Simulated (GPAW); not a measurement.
# Core-hole calculation of the Cu K edge in CuSe2 (Pnnm), part 2 of 2

How does the Cu K edge of CuSe2 (Pnnm) move when the bonds are compressed or stretched?

GPAW 26.7.0; X-ray absorption from dipole matrix elements to empty bands, plane-wave PAW LDA.

So far. Step 6 (Spectrum with XCH, Cu atom 5): Against the first run the r.m.s. difference is 4 %. The highest intensity below 24 eV goes from 6.4 eV (2.28) to 6.4 eV (2.15). Step 8 (Spectrum with XCH, Cu atom 5): The scaled spectrum changes by 2 % r.m.s. The highest intensity below 24 eV stays at 6.4 eV.

## 10. Spectrum with XCH, Cu atom 5

Changed against the first core-hole run: volume scale from 1 to 1.09.

xas.py reads:

```python
import numpy as np
from ase import Atoms
from ase.parallel import parprint, paropen
from gpaw import GPAW, PW, FermiDirac, Mixer, MixerDif, setup_paths
from gpaw.test import gen
setup_paths.insert(0, '.')
gen('Cu', name='fch1s', xcname='LDA', corehole=(1, 0, 1), write_xml=True)
from gpaw.mpi import world
world.barrier()

atoms = Atoms('Se8Cu4',
    cell=[[-5.17164672, 0, -3.85382979],
     [5.17164672, 0, -3.85382979],
     [0, -6.37461135, -3.85382979]],
    scaled_positions=[[0.4658, 0.1493, 0.8849],
     [0.9658, 0.6493, 0.8849],
     [0.0342, 0.3507, 0.1151],
     [0.5342, 0.8507, 0.1151],
     [0.1007, 0.2842, 0.6151],
     [0.6007, 0.7842, 0.6151],
     [0.8993, 0.7158, 0.3849],
     [0.3993, 0.2158, 0.3849],
     [0.75, 0.25, 0.5],
     [0.25, 0.75, 0.5],
     [0, 0, 0],
     [0.5, 0.5, 0]],
    pbc=True)
atoms.calc = calc = GPAW(legacy_gpaw=True, mode=PW(430), xc='LDA', setups={8: 'fch1s'},
    kpts={'size': (3, 3, 3), 'gamma': True}, occupations=FermiDirac(0.1),
    charge=-1, mixer=Mixer(0.1, 5, 50), maxiter=150,
    convergence={'density': 0.0001}, txt='scf.txt')
energy = atoms.get_potential_energy() + calc.get_reference_energy()
ef = calc.get_fermi_level()
out = dict(energy=energy, fermi=ef, forces=atoms.get_forces().tolist())
parprint(f'all-electron energy {energy:.4f} eV, Fermi level {ef:.4f} eV')
ev = np.array([[calc.get_eigenvalues(k, s) for k in range(len(calc.get_ibz_k_points()))] for s in range(calc.get_number_of_spins())])
out['homo'], out['lumo'], out['counts'] = ev[ev < ef].max(), ev[ev > ef].min(), sorted(set((ev < ef).sum((0, 2)).tolist()))
out['filled'] = (ev[:, 0] < ef).sum(1).tolist()

from ase.units import Ha
from gpaw.xas import dipole_matrix_elements
nb = int(calc.get_number_of_electrons() / 2) + 154
top, nb = nb, nb + 8 + nb // 12
nscf = calc.fixed_density(kpts={'size': (3, 3, 3), 'gamma': True}, nbands=nb,
    convergence={'bands': top, 'eigenstates': 1e-5}, maxiter=60, txt='nscf.txt')
cell = atoms.cell.array
ops = [cell.T @ U.T @ np.linalg.inv(cell.T) for U in nscf.wfs.kd.symmetry.op_scc]
E = np.arange(-6, 34, 0.1)
fwhm = np.interp(E, [4, 25], [1.55, 3.5])
Y, X, zero, highest = 0, 0, 1e9, 1e9
for spin in range(nscf.get_number_of_spins()):
    wfs = nscf.wfs
    A = dipole_matrix_elements(wfs.setups[8])
    eps = np.zeros((wfs.kd.nibzkpts, nb))
    d = np.zeros((3, A.shape[1], wfs.kd.nibzkpts, nb), complex)
    for kpt in wfs.kpt_u:
        if kpt.s == spin and 8 in kpt.P_ani:
            eps[kpt.k] = kpt.eps_n * Ha
            d[:, :, kpt.k] = (kpt.weight * wfs.nspins / 2) ** 0.5 * np.inner(A, kpt.P_ani[8])
    world.sum(eps)
    world.sum(d)
    T = np.einsum('amkn,bmkn->abkn', d, d.conj()).real
    T = sum(np.einsum('ai,ijkn,bj->abkn', R, T, R) for R in ops) / len(ops)
    empty = eps > ef
    zero, highest = min(zero, eps[empty].min()), min(highest, eps[:, top - 1].min())
    lines = [(eps, T, empty)] if spin == 0 else lines + [(eps, T, empty)]
for eps, T, empty in lines:
    f = np.einsum('aakn->akn', T).reshape(3, -1)
    x = eps.ravel() - zero
    w = np.interp(x, E, fwhm) / 2.35482
    g = np.exp(-0.5 * ((E[:, None] - x) / w) ** 2) / (w * (2 * np.pi) ** 0.5)
    Y = Y + (f * empty.ravel()) @ g.T
    X = X + (f * ~empty.ravel()) @ g.T
out.update(E=E.round(2).tolist(), xas=Y.tolist(), xes=X.tolist(), zero=zero, valid=highest - zero, nk=len(eps), nb=nb)
for i in range(0, len(E), 10):
    parprint(f'{E[i]:7.2f}', *(f'{v:10.3e}' for v in Y[:, i]))
import json
with paropen('out.json', 'w') as f:
    json.dump(out, f)
```

The run is started by

```sh
> OMP_NUM_THREADS=1 mpirun -n 2 gpaw python xas.py
```

Wall time 4.1 min (2 MPI ranks of Arm Neoverse V1, shared host); peak memory 0.49 GiB; 8.1 min of CPU time.

| E (eV) | first run | this run |
| --- | --- | --- |
| -2.0 | 0.00 | 0.00 |
| -1.0 | 0.01 | 0.01 |
| 0.0 | 0.05 | 0.04 |
| 1.0 | 0.12 | 0.12 |
| 2.0 | 0.14 | 0.11 |
| 3.0 | 0.11 | 0.10 |
| 4.0 | 0.39 | 0.41 |
| 5.0 | 1.22 | 1.38 |
| 6.0 | 2.19 | 2.40 |
| 7.0 | 2.06 | 2.11 |
| 8.0 | 1.48 | 1.45 |
| 9.0 | 1.16 | 1.15 |
| 10.0 | 1.12 | 1.17 |
| 11.0 | 1.24 | 1.27 |
| 12.0 | 1.29 | 1.22 |
| 13.0 | 1.19 | 1.07 |
| 14.0 | 1.04 | 0.91 |
| 15.0 | 0.92 | 0.86 |
| 16.0 | 0.90 | 0.90 |
| 17.0 | 0.95 | 0.94 |
| 18.0 | 0.96 | 0.93 |
| 19.0 | 0.93 | 0.91 |
| 20.0 | 0.92 | 0.93 |
| 21.0 | 0.95 | 0.98 |
| 22.0 | 0.99 | 1.01 |
| 23.0 | 1.00 | 1.02 |
| 24.0 | 0.99 | 1.02 |
| 25.0 | 1.00 | 1.03 |
| 26.0 | 1.02 | 1.02 |
| 27.0 | 1.03 | 0.98 |
| 28.0 | 1.00 | 0.94 |
| 29.0 | 0.95 | 0.90 |
| 30.0 | 0.91 | 0.90 |
| 31.0 | 0.89 | 0.92 |
| 32.0 | 0.90 | 0.95 |

Against the first run the r.m.s. difference is 6 %. The highest intensity below 24 eV goes from 6.4 eV (2.28) to 6.2 eV (2.45).

The photon energy of the zero moves by -0.23 eV.

## 11. The volumes side by side

| volume | nearest distance (Å) | shift of the zero (eV) | maximum 1 (eV above own zero) | maximum 2 (eV above own zero) | maximum 3 (eV above own zero) | maximum 4 (eV above own zero) |
| --- | --- | --- | --- | --- | --- | --- |
| 0.94 | 2.504 | +0.19 | 1.6 | 6.4 | 12.2 | 27.6 |
| 1 | 2.556 | +0.00 | 1.6 | 6.4 | 11.8 | 26.6 |
| 1.03 | 2.582 | -0.08 | 1.6 | 6.4 | 11.6 | 26.0 |
| 1.09 | 2.631 | -0.23 | 1.4 | 6.2 | 11.2 | 25.0 |

The curves, each shifted by its zero's change so that they share one photon-energy axis, counted from the zero at V × 1:

| E (eV) | V × 0.94 | V × 1 | V × 1.03 | V × 1.09 |
| --- | --- | --- | --- | --- |
| -2.0 | 0.00 | 0.00 | 0.00 | 0.00 |
| -1.0 | 0.00 | 0.01 | 0.01 | 0.01 |
| 0.0 | 0.04 | 0.05 | 0.05 | 0.06 |
| 1.0 | 0.10 | 0.12 | 0.13 | 0.14 |
| 2.0 | 0.16 | 0.14 | 0.12 | 0.09 |
| 3.0 | 0.11 | 0.11 | 0.12 | 0.14 |
| 4.0 | 0.31 | 0.39 | 0.45 | 0.57 |
| 5.0 | 0.95 | 1.22 | 1.37 | 1.68 |
| 6.0 | 1.91 | 2.19 | 2.29 | 2.45 |
| 7.0 | 2.08 | 2.06 | 2.03 | 1.94 |
| 8.0 | 1.59 | 1.48 | 1.43 | 1.34 |
| 9.0 | 1.23 | 1.16 | 1.14 | 1.13 |
| 10.0 | 1.09 | 1.12 | 1.14 | 1.19 |
| 11.0 | 1.16 | 1.24 | 1.26 | 1.27 |
| 12.0 | 1.29 | 1.29 | 1.27 | 1.19 |
| 13.0 | 1.27 | 1.19 | 1.14 | 1.03 |
| 14.0 | 1.16 | 1.04 | 0.98 | 0.89 |
| 15.0 | 1.02 | 0.92 | 0.89 | 0.86 |
| 16.0 | 0.93 | 0.90 | 0.90 | 0.91 |
| 17.0 | 0.94 | 0.95 | 0.95 | 0.94 |
| 18.0 | 0.98 | 0.96 | 0.94 | 0.92 |
| 19.0 | 0.97 | 0.93 | 0.92 | 0.91 |
| 20.0 | 0.93 | 0.92 | 0.92 | 0.94 |
| 21.0 | 0.92 | 0.95 | 0.96 | 0.99 |
| 22.0 | 0.96 | 0.99 | 1.00 | 1.01 |
| 23.0 | 0.99 | 1.00 | 1.00 | 1.02 |
| 24.0 | 0.99 | 0.99 | 1.00 | 1.03 |
| 25.0 | 0.98 | 1.00 | 1.02 | 1.03 |
| 26.0 | 0.99 | 1.02 | 1.03 | 1.01 |
| 27.0 | 1.02 | 1.03 | 1.01 | 0.97 |
| 28.0 | 1.03 | 1.00 | 0.97 | 0.93 |
| 29.0 | 1.00 | 0.95 | 0.93 | 0.90 |
| 30.0 | 0.96 | 0.91 | 0.89 | 0.90 |
| 31.0 | 0.92 | 0.89 | 0.89 | 0.93 |

## 12. Results

```
absorber and edge                               : Cu K, atom 5 of the ground-state input (counted from 1)
surroundings                                    : 6 Se at 2.56 Å (octahedral, site symmetry 2/m)
highest intensity below 24 eV                   : 6.4 eV above the zero, height 2.28
photon energy of the zero, with the added terms : 8961.2 eV (raw 8991.0 eV; LDA puts this hole about 18 eV below PBE, itself good to a few eV)
```

What this shows: From V × 0.94 to V × 1.09 the nearest distance grows by 0.127 Å and the zero moves by -0.42 eV. Above their own zero, the maxima move from 1.6 to 1.4 eV, from 6.4 to 6.2 eV, from 12.2 to 11.2 eV and from 27.6 to 25.0 eV. The one highest in energy moves most, in the direction that the rule ΔE·R² ≈ constant for scattering resonances gives. The Cu K edge of atom 5, with 6 Se at 2.56 Å (octahedral, site symmetry 2/m), has its highest intensity of the first 24 eV at 6.4 eV above the zero, near 8968 eV in photon energy (LDA puts this hole about 18 eV below PBE, itself good to a few eV), 2.3 times the mean level of the first 20 eV (Gaussian full width 1.55 eV up to 4 eV, rising linearly to 3.5 eV at 25 eV). At the Cu K edge of atom 5 polarisation matters most near 6.6 eV, where the curves differ by 0.7 on this scale. The strongest dipole feature below the main edge lies at 1.6 eV (height 0.15); the site has an inversion centre, so it comes from p states mixed with the neighbours' empty states, not from local p–d mixing. The script folds with a Gaussian, whereas the core hole's own line is a Lorentzian, so the onset is too steep and the first peak too high. The unit cell's mesh shows no gap over 0.35 eV. That is right for a metallic compound; for a small-gap or correlated insulator it would be the fault of the functional or of the assumed magnetic order, and the hole would be screened too well. The holes are only 6.3 Å apart, so the shape is probably not converged with cell size; no larger cell was run here. The mesh is coarse (0.39 Å⁻¹ between points), so small maxima may be mesh ripples. The structure is a published determination, not relaxed.

[Logs are printed without paths, hosts, clocks, repeated set-up lines and the standing remarks that a program may print on its own settings, such as how far it seeks lower states.]

[Hosts, paths, dates, database ids (printed as entryN), source tags and the programs' standing remarks are cut or masked in the printed files.]

[Lists of maxima count a maximum above −3 eV only where it reaches 4 % of the highest in the window and stands out from its surroundings by 2 % of it (1.5 % where it reaches 55 %); shoulders and weaker maxima are passed over, and of the rest the first, up to two pre-edge ones and the few strongest are named.]
